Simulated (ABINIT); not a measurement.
# BaHI (P4/nmm): a self-consistent loop beyond G0W0, cycle by cycle

Wanted: G0W0 and self-consistent gaps of BaHI (P4/nmm), with the cost of the cycles.

Method: LDA and many-body steps on it, plane waves, in ABINIT 10.8.3.

This is a report of a sequence of runs, with most program output left out.

**1. The starting structure**

Symmetry: P4/nmm, No. 129, tetragonal system. Conventional cell: a = 4.828 Å, b = 4.828 Å, c = 7.867 Å, α = 90.00°, β = 90.00°, γ = 90.00°. Ba has 4 H at 2.84 Å and 6 I at 3.56 to 4.01 Å nearest. Nearest to H lie 4 Ba at 2.84 Å. Nearest to I lie 4 H at 3.49 Å and 6 Ba at 3.56 to 4.01 Å. Farther neighbours and most contacts between anions are not listed.

As a file:

```cif
data_structure
_symmetry_space_group_name_H-M 'P 1'
_symmetry_Int_Tables_number 1
_cell_length_a 4.8280
_cell_length_b 4.8280
_cell_length_c 7.8670
_cell_angle_alpha 90.000
_cell_angle_beta 90.000
_cell_angle_gamma 90.000
_cell_volume 183.38
loop_
_atom_site_label
_atom_site_type_symbol
_atom_site_fract_x
_atom_site_fract_y
_atom_site_fract_z
_atom_site_occupancy
Ba1 Ba 0.00000 0.50000 0.19000 1
Ba2 Ba 0.50000 0.00000 0.81000 1
H3 H 0.00000 0.00000 0.00000 1
H4 H 0.50000 0.50000 0.00000 1
I5 I 0.00000 0.50000 0.68000 1
I6 I 0.50000 0.00000 0.32000 1
```

The cell and positions come from the Crystallography Open Database and are kept as given unless a step says otherwise. Spin-orbit coupling is left out unless a step names it.

**2. Empty states on the mesh, 2×2×1 mesh, 151 bands**

This step: ABINIT 10.8.3; DFT, LDA, plane waves, norm-conserving pseudopotentials.

The sums over transitions need many empty states on a uniform mesh; this step solves for them.

Contents of run.abi:

```
acell 3*1.0 Angstrom
rprim 
  4.828000000000 0.000000000000 0.000000000000
  0.000000000000 4.828000000000 0.000000000000
  0.000000000000 0.000000000000 7.867000000000
ntypat 3
znucl 56 1 53
natom 6
typat 1 1 2 2 3 3
xred 
  0.000000000000 0.500000000000 0.190000000000
  0.500000000000 0.000000000000 0.810000000000
  0.000000000000 0.000000000000 0.000000000000
  0.500000000000 0.500000000000 0.000000000000
  0.000000000000 0.500000000000 0.680000000000
  0.500000000000 0.000000000000 0.320000000000
pp_dirpath "pseudos"
pseudos "Ba.upf, H.upf, I.upf"
ecut 31
ngkpt 2 2 1
nshiftk 1
shiftk 0 0 0
kptopt 1
chksymbreak 0
iscf -2
irdden 1
istwfk *1
nband 151
nbdbuf 12
tolwfr 1e-09
nstep 60
prtvol 0
indata_prefix "in"
outdata_prefix "out"
tmpdata_prefix "tmp"
```

Command:

```bash
$ OMP_NUM_THREADS=1 mpirun -n 3 abinit run.abi > log
```

The job ended after 97 s (3 MPI ranks of Arm Neoverse N1, shared host; peak memory 0.37 GiB).

This step gave:

| Property | Result |
| --- | --- |
| gap | 2.962 eV |
| k of the valence top | 0.5, 0, 0 |
| k of the conduction bottom | 0, 0, 0 |
| least direct gap | 3.563 eV |
| k points computed | 3 |
| lowest point of the top converged band, above the valence top | 38.76 eV |

On this mesh the gap is 2.962 eV.

The density comes from a self-consistent run that is not shown.

**3. Screening, 2×2×1 mesh, 139 bands, screening to 106.1 eV**

The RPA dielectric matrix is built and inverted for each q.

This step: RPA screening on LDA, plane waves, norm-conserving pseudopotentials.

Edit run.abi of step 2 so:

```diff
@@ -24,10 +24,11 @@
 chksymbreak 0
-iscf -2
-irdden 1
 istwfk *1
-nband 151
-nbdbuf 12
-tolwfr 1e-09
-nstep 60
-prtvol 0
+occopt 1
+irdwfk 1
+optdriver 3
+nband 139
+ecuteps 3.9
+inclvkb 2
+awtr 1
+symchi 1
 indata_prefix "in"
```

Command:

```bash
$ OMP_NUM_THREADS=1 mpirun -n 4 abinit run.abi > log
```

Wall time 36 s (4 MPI ranks); peak memory 1.1 GiB.

Numbers from this step:

- ε∞ with local fields, on this mesh, along the program's q direction: 5.005
- the same without local fields: 5.886
- plasma frequency: 16.45 eV
- plane waves in the screening matrix: 461

Local fields lower ε∞ by 15 %. On a Γ-centred mesh this coarse the value itself is usually too large, while a short band sum pulls it down.

**4. G0W0**

The self-energy is evaluated for the states that the input lists, and the levels follow from it, in one-shot runs by the linearised quasiparticle equation.

This step: G0W0 on LDA, plane waves, norm-conserving pseudopotentials.

Edit run.abi of step 3 so:

```diff
@@ -27,8 +27,17 @@
 irdwfk 1
-optdriver 3
+optdriver 4
 nband 139
+gwcalctyp 0
+ecutsigx 31
+symsigma 1
+nkptgw 2
+kptgw 
+  0.5000000000 0.0000000000 0.0000000000
+  0.0000000000 0.0000000000 0.0000000000
+bdgw 
+  17 20
+  17 21
 ecuteps 3.9
-inclvkb 2
-awtr 1
-symchi 1
+irdscr 1
+ppmodel 1
 indata_prefix "in"
```

It took 25 s on 4 MPI ranks; peak memory 1 GiB; 98 s of CPU time.

This step gave:

```
G0W0 gap on the points computed              : 4.451 eV
starting gap on the mesh                     : 2.962 eV
k of the valence top                         : 0.5, 0, 0
k of the conduction bottom                   : 0, 0, 0
Z at the valence top                         : 0.775
Z at the conduction bottom                   : 0.815
least direct G0W0 gap on the computed points : 5.037 eV
```

The gap on the mesh goes from 2.96 eV to 4.45 eV, a correction of +1.49 eV.

**5. evGW0, cycle 1**

This step: evGW0 on LDA, plane waves, norm-conserving pseudopotentials.

Edit run.abi of step 4 so:

```diff
@@ -29,12 +29,14 @@
 nband 139
-gwcalctyp 0
+gwcalctyp 10
 ecutsigx 31
 symsigma 1
-nkptgw 2
+nkptgw 3
 kptgw 
+  0.0000000000 0.0000000000 0.0000000000
   0.5000000000 0.0000000000 0.0000000000
-  0.0000000000 0.0000000000 0.0000000000
+  0.5000000000 0.5000000000 0.0000000000
 bdgw 
-  17 20
-  17 21
+  11 22
+  11 22
+  11 22
 ecuteps 3.9
```

The job ended after 82 s (4 MPI ranks; peak memory 1.3 GiB).

Numbers from this step:

```yaml
quasiparticle_gap_on_the_points_computed: 4.827 eV
gap_of_the_density_functional_on_the_mesh: 2.962 eV
k_of_the_valence_top: 0.5, 0, 0
k_of_the_conduction_bottom: 0, 0, 0
z_at_the_valence_top: 0.775
z_at_the_conduction_bottom: 0.815
least_direct_quasiparticle_gap_on_the_computed_points: 5.408 eV
```

Against G0W0 in ABINIT (2×2×1 mesh, 139 bands, screening to 106.1 eV, Godby-Needs plasmon pole), the gap moves by +0.376 eV. This first cycle still uses the starting levels; it takes the full correction, at all points of the mesh, and its linearised value is 4.451 eV.

**6. evGW0, cycle 2**

The corrected levels of the last cycle go back in.

Edit run.abi of step 5 so:

```diff
@@ -44,2 +44,3 @@
 ppmodel 1
+irdqps 1
 indata_prefix "in"
```

Elapsed: 82 s, on 4 MPI ranks; peak memory 1.3 GiB.

This step gave:

```
quasiparticle gap on the points computed              : 4.638 eV
gap of the density functional on the mesh             : 2.962 eV
k of the valence top                                  : 0.5, 0, 0
k of the conduction bottom                            : 0, 0, 0
least direct quasiparticle gap on the computed points : 5.219 eV
```

Against the cycle before, the gap moves by −0.189 eV.

**7. evGW0, cycle 3**

run.abi is that of step 6.

It took 82 s on 4 MPI ranks; peak memory 1.3 GiB.

This step gave:

| Quantity | Value |
| --- | --- |
| quasiparticle gap on the points computed | 4.658 eV |
| gap of the density functional on the mesh | 2.962 eV |
| k of the valence top | 0.5, 0, 0 |
| k of the conduction bottom | 0, 0, 0 |
| least direct quasiparticle gap on the computed points | 5.24 eV |

Against the cycle before, the gap moves by +0.020 eV.

**8. evGW0, cycle 4**

run.abi is that of step 7.

It took 82 s on 4 MPI ranks; peak memory 1.3 GiB.

This step gave:

```yaml
quasiparticle_gap_on_the_points_computed: 4.656 eV
gap_of_the_density_functional_on_the_mesh: 2.962 eV
k_of_the_valence_top: 0.5, 0, 0
k_of_the_conduction_bottom: 0, 0, 0
least_direct_quasiparticle_gap_on_the_computed_points: 5.238 eV
```

Against the cycle before, the gap moves by −0.002 eV.

**9. Screening, 2×2×1 mesh, 139 bands, screening to 106.1 eV**

This step: RPA screening on LDA, plane waves, norm-conserving pseudopotentials.

Edit run.abi of step 8 so:

```diff
@@ -27,20 +27,13 @@
 irdwfk 1
-optdriver 4
+optdriver 3
 nband 139
+ecuteps 3.9
+inclvkb 2
+awtr 1
+symchi 1
 gwcalctyp 10
-ecutsigx 31
-symsigma 1
-nkptgw 3
-kptgw 
-  0.0000000000 0.0000000000 0.0000000000
-  0.5000000000 0.0000000000 0.0000000000
-  0.5000000000 0.5000000000 0.0000000000
-bdgw 
-  11 22
-  11 22
-  11 22
-ecuteps 3.9
-irdscr 1
-ppmodel 1
-irdqps 1
+mbpt_sciss 1.773 eV
+nqptdm 1
+qptdm 
+  0 0 0
 indata_prefix "in"
```

Elapsed: 27 s, on 4 MPI ranks; peak memory 1.1 GiB.

This step gave:

* ε∞ with local fields, on this mesh, along the program's q direction: 4.111
* the same without local fields: 4.710
* plasma frequency: 16.45 eV
* plane waves in the screening matrix: 461

This screening uses the functional's bands under a rigid shift, the mean opening of the cycle before.

**10. Screening, 2×2×1 mesh, 139 bands, screening to 106.1 eV**

This step: RPA screening on LDA from quasiparticle energies, plane waves, norm-conserving pseudopotentials.

Edit run.abi of step 9 so:

```diff
@@ -33,7 +33,8 @@
 symchi 1
+irdqps 1
 gwcalctyp 10
-mbpt_sciss 1.773 eV
-nqptdm 1
+nqptdm 2
 qptdm 
-  0 0 0
+  0.5000000000 0.0000000000 0.0000000000
+  0.5000000000 0.5000000000 0.0000000000
 indata_prefix "in"
```

Contents of mrgscr.stdin:

```
2
merged
q0_SCR
out_SCR
1
```

Command:

```bash
$ OMP_NUM_THREADS=1 mpirun -n 4 abinit run.abi > log; mrgscr < mrgscr.stdin
```

The job ended after 12 s (4 MPI ranks; peak memory 0.92 GiB; 49 s of CPU time).

This step gave:

```
plasma frequency                    : 16.45 eV
plane waves in the screening matrix : 461
```

This screening reads the quasiparticle levels of the cycle before.

**11. evGW, cycle 1**

This step: evGW on LDA, plane waves, norm-conserving pseudopotentials.

Edit run.abi of step 10 so:

```diff
@@ -27,14 +27,20 @@
 irdwfk 1
-optdriver 3
+optdriver 4
 nband 139
-ecuteps 3.9
-inclvkb 2
-awtr 1
-symchi 1
-irdqps 1
 gwcalctyp 10
-nqptdm 2
-qptdm 
+ecutsigx 31
+symsigma 1
+nkptgw 3
+kptgw 
+  0.0000000000 0.0000000000 0.0000000000
   0.5000000000 0.0000000000 0.0000000000
   0.5000000000 0.5000000000 0.0000000000
+bdgw 
+  11 22
+  11 22
+  11 22
+ecuteps 3.9
+irdscr 1
+ppmodel 1
+irdqps 1
 indata_prefix "in"
```

Command:

```bash
$ OMP_NUM_THREADS=1 mpirun -n 4 abinit run.abi > log
```

Wall time 82 s (4 MPI ranks); peak memory 1.3 GiB; 5.5 min of CPU time.

Numbers from this step:

```yaml
quasiparticle_gap_on_the_points_computed: 4.944 eV
gap_of_the_density_functional_on_the_mesh: 2.962 eV
k_of_the_valence_top: 0.5, 0, 0
k_of_the_conduction_bottom: 0, 0, 0
least_direct_quasiparticle_gap_on_the_computed_points: 5.524 eV
```

Against G0W0 in ABINIT (2×2×1 mesh, 139 bands, screening to 106.1 eV, Godby-Needs plasmon pole), the gap moves by +0.493 eV.

**12. Screening, 2×2×1 mesh, 139 bands, screening to 106.1 eV**

This step: RPA screening on LDA, plane waves, norm-conserving pseudopotentials.

Edit run.abi of step 11 so:

```diff
@@ -27,20 +27,13 @@
 irdwfk 1
-optdriver 4
+optdriver 3
 nband 139
+ecuteps 3.9
+inclvkb 2
+awtr 1
+symchi 1
 gwcalctyp 10
-ecutsigx 31
-symsigma 1
-nkptgw 3
-kptgw 
-  0.0000000000 0.0000000000 0.0000000000
-  0.5000000000 0.0000000000 0.0000000000
-  0.5000000000 0.5000000000 0.0000000000
-bdgw 
-  11 22
-  11 22
-  11 22
-ecuteps 3.9
-irdscr 1
-ppmodel 1
-irdqps 1
+mbpt_sciss 2.075 eV
+nqptdm 1
+qptdm 
+  0 0 0
 indata_prefix "in"
```

The job ended after 27 s (4 MPI ranks; peak memory 1.1 GiB; 1.8 min of CPU time).

This step gave:

```yaml
eps_infinity_with_local_fields_on_this_mesh_along_the_program_s_q_direction: 4.001
the_same_without_local_fields: 4.569
plasma_frequency: 16.45 eV
plane_waves_in_the_screening_matrix: 461
```

This screening uses the functional's bands under a rigid shift, the mean opening of the cycle before.

**13. Screening, 2×2×1 mesh, 139 bands, screening to 106.1 eV**

This step: RPA screening on LDA from quasiparticle energies, plane waves, norm-conserving pseudopotentials.

Edit run.abi of step 12 so:

```diff
@@ -33,7 +33,8 @@
 symchi 1
+irdqps 1
 gwcalctyp 10
-mbpt_sciss 2.075 eV
-nqptdm 1
+nqptdm 2
 qptdm 
-  0 0 0
+  0.5000000000 0.0000000000 0.0000000000
+  0.5000000000 0.5000000000 0.0000000000
 indata_prefix "in"
```

mrgscr.stdin is that of step 10.

Command:

```bash
$ OMP_NUM_THREADS=1 mpirun -n 4 abinit run.abi > log; mrgscr < mrgscr.stdin
```

Run time: 12 s. Hardware: 4 MPI ranks; peak memory 0.92 GiB.

Numbers from this step:

```
plasma frequency                    : 16.45 eV
plane waves in the screening matrix : 461
```

This screening reads the quasiparticle levels of the cycle before.

**14. evGW, cycle 2**

This step: evGW on LDA, plane waves, norm-conserving pseudopotentials.

Edit run.abi of step 13 so:

```diff
@@ -27,14 +27,20 @@
 irdwfk 1
-optdriver 3
+optdriver 4
 nband 139
-ecuteps 3.9
-inclvkb 2
-awtr 1
-symchi 1
-irdqps 1
 gwcalctyp 10
-nqptdm 2
-qptdm 
+ecutsigx 31
+symsigma 1
+nkptgw 3
+kptgw 
+  0.0000000000 0.0000000000 0.0000000000
   0.5000000000 0.0000000000 0.0000000000
   0.5000000000 0.5000000000 0.0000000000
+bdgw 
+  11 22
+  11 22
+  11 22
+ecuteps 3.9
+irdscr 1
+ppmodel 1
+irdqps 1
 indata_prefix "in"
```

Command:

```bash
$ OMP_NUM_THREADS=1 mpirun -n 4 abinit run.abi > log
```

Elapsed: 82 s, on 4 MPI ranks; peak memory 1.3 GiB.

Numbers from this step:

| Property | Result |
| --- | --- |
| quasiparticle gap on the points computed | 4.965 eV |
| gap of the density functional on the mesh | 2.962 eV |
| k of the valence top | 0.5, 0, 0 |
| k of the conduction bottom | 0, 0, 0 |
| least direct quasiparticle gap on the computed points | 5.543 eV |

Against the cycle before, the gap moves by +0.021 eV.

**15. Screening, 2×2×1 mesh, 139 bands, screening to 106.1 eV**

This step: RPA screening on LDA, plane waves, norm-conserving pseudopotentials.

Edit run.abi of step 14 so:

```diff
@@ -27,20 +27,13 @@
 irdwfk 1
-optdriver 4
+optdriver 3
 nband 139
+ecuteps 3.9
+inclvkb 2
+awtr 1
+symchi 1
 gwcalctyp 10
-ecutsigx 31
-symsigma 1
-nkptgw 3
-kptgw 
-  0.0000000000 0.0000000000 0.0000000000
-  0.5000000000 0.0000000000 0.0000000000
-  0.5000000000 0.5000000000 0.0000000000
-bdgw 
-  11 22
-  11 22
-  11 22
-ecuteps 3.9
-irdscr 1
-ppmodel 1
-irdqps 1
+mbpt_sciss 2.099 eV
+nqptdm 1
+qptdm 
+  0 0 0
 indata_prefix "in"
```

It took 27 s on 4 MPI ranks; peak memory 1.1 GiB.

Numbers from this step:

| Item | Value |
| --- | --- |
| ε∞ with local fields, on this mesh, along the program's q direction | 3.993 |
| the same without local fields | 4.558 |
| plasma frequency | 16.45 eV |
| plane waves in the screening matrix | 461 |

This screening uses the functional's bands under a rigid shift, the mean opening of the cycle before.

**16. Screening, 2×2×1 mesh, 139 bands, screening to 106.1 eV**

This step: RPA screening on LDA from quasiparticle energies, plane waves, norm-conserving pseudopotentials.

Edit run.abi of step 15 so:

```diff
@@ -33,7 +33,8 @@
 symchi 1
+irdqps 1
 gwcalctyp 10
-mbpt_sciss 2.099 eV
-nqptdm 1
+nqptdm 2
 qptdm 
-  0 0 0
+  0.5000000000 0.0000000000 0.0000000000
+  0.5000000000 0.5000000000 0.0000000000
 indata_prefix "in"
```

mrgscr.stdin is that of step 13.

Command:

```bash
$ OMP_NUM_THREADS=1 mpirun -n 4 abinit run.abi > log; mrgscr < mrgscr.stdin
```

Wall time 12 s (4 MPI ranks); peak memory 0.92 GiB; 49 s of CPU time.

Numbers from this step:

| Item | Value |
| --- | --- |
| plasma frequency | 16.45 eV |
| plane waves in the screening matrix | 461 |

This screening reads the quasiparticle levels of the cycle before.

**17. evGW, cycle 3**

This step: evGW on LDA, plane waves, norm-conserving pseudopotentials.

Edit run.abi of step 16 so:

```diff
@@ -27,14 +27,20 @@
 irdwfk 1
-optdriver 3
+optdriver 4
 nband 139
-ecuteps 3.9
-inclvkb 2
-awtr 1
-symchi 1
-irdqps 1
 gwcalctyp 10
-nqptdm 2
-qptdm 
+ecutsigx 31
+symsigma 1
+nkptgw 3
+kptgw 
+  0.0000000000 0.0000000000 0.0000000000
   0.5000000000 0.0000000000 0.0000000000
   0.5000000000 0.5000000000 0.0000000000
+bdgw 
+  11 22
+  11 22
+  11 22
+ecuteps 3.9
+irdscr 1
+ppmodel 1
+irdqps 1
 indata_prefix "in"
```

Command:

```bash
$ OMP_NUM_THREADS=1 mpirun -n 4 abinit run.abi > log
```

Wall time 83 s (4 MPI ranks); peak memory 1.3 GiB; 5.5 min of CPU time.

Numbers from this step:

```
quasiparticle gap on the points computed              : 4.967 eV
gap of the density functional on the mesh             : 2.962 eV
k of the valence top                                  : 0.5, 0, 0
k of the conduction bottom                            : 0, 0, 0
least direct quasiparticle gap on the computed points : 5.545 eV
```

Against the cycle before, the gap moves by +0.002 eV.

**18. The runs together**

Times are wall times on 4 MPI ranks of Arm Neoverse N1, shared host, good to a factor of about two. A run's time includes the screening step that it read.

```csv
run,mesh,bands,screening cutoff (eV),DFT gap (eV),gap on the mesh (eV),direct (eV),ε∞ used,time
G0W0,2×2×1,139,106.1,2.962,4.451,5.037,5.01,60 s
"evGW0, cycle 1",2×2×1,139,106.1,2.962,4.827,5.408,5.01,2 min
"evGW0, cycle 2",2×2×1,139,106.1,2.962,4.638,5.219,5.01,2 min
"evGW0, cycle 3",2×2×1,139,106.1,2.962,4.658,5.240,5.01,2 min
"evGW0, cycle 4",2×2×1,139,106.1,2.962,4.656,5.238,5.01,2 min
"evGW, cycle 1",2×2×1,139,106.1,2.962,4.944,5.524,4.11,2 min
"evGW, cycle 2",2×2×1,139,106.1,2.962,4.965,5.543,4.00,2 min
"evGW, cycle 3",2×2×1,139,106.1,2.962,4.967,5.545,3.99,2 min
```

**19. Outcome**

```json
{"G0W0": "4.451 eV", "evGW0, cycle 1": "4.827 eV", "evGW0, cycle 2": "4.638 eV", "evGW0, cycle 3": "4.658 eV", "evGW0, cycle 4": "4.656 eV", "evGW, cycle 1": "4.944 eV", "evGW, cycle 2": "4.965 eV", "evGW, cycle 3": "4.967 eV", "known limits": "not at the basis limit; no spin-orbit coupling; coarse k mesh"}
```

What this shows: Only the bands that the input lists are updated; the others, empty or deep, keep the functional's energies or take a rigid shift. The evGW loop starts from the last levels of evGW0, so its cycles and time come on top of those. evGW0 ends at 4.66 eV, +0.21 eV from G0W0, after 4 cycles that took 5.5 min beside the first screening; the last moved the gap by 0.002 eV. evGW ends at 4.97 eV, +0.52 eV from G0W0, after 3 cycles that took 6.1 min beside the first screening; the last moved the gap by 0.002 eV. The first cycle of evGW0 takes the full correction, without the factor Z, so it overshoots the one-shot value. Bands and cutoff are finite, so the gap is not at the basis limit. The miss can reach some tenths of an eV and take either sign; the mesh is an error of its own. In the G0W0 runs levels were corrected at 2 k points alone, so a gap called «on the mesh» is the least over those, and an edge elsewhere would be missed. A denser mesh or path gives a starting gap of 2.17 eV: the GW mesh misses a band edge, so its gaps are not the fundamental one. The 2×2×1 mesh is coarse for this cell, which bears on the long-range parts of exchange and screening. In the updated screening the q = 0 part is built from Kohn-Sham bands under a rigid shift, the other q from the quasiparticle levels. The many-body steps are scalar-relativistic: spin-orbit coupling is not in them.

[Paths, hosts, dates, memory and timing lines, banners, echoed tables and standing remarks are left out of the program output.]

[Logs are printed without paths, hosts, clocks, repeated set-up lines and the standing remarks that a program may print on its own settings, such as how far it seeks lower states.]

[Runs of the session that timed out or met a known fault of the program may be left out.]

[Hosts, paths, dates, database ids (printed as entryN), source tags and the programs' standing remarks are cut or masked in the printed files.]

[G0W0 gaps are taken among the corrected bands and points alone; a level outside them can change the order at an edge.]

[Where Ansatz stands beside ABINIT at settings called matched, ABINIT's density can come from a denser mesh and the files from another edition; pairs whose starting gaps differed by over 0.03 eV were left out, so agreement reads better than it is.]
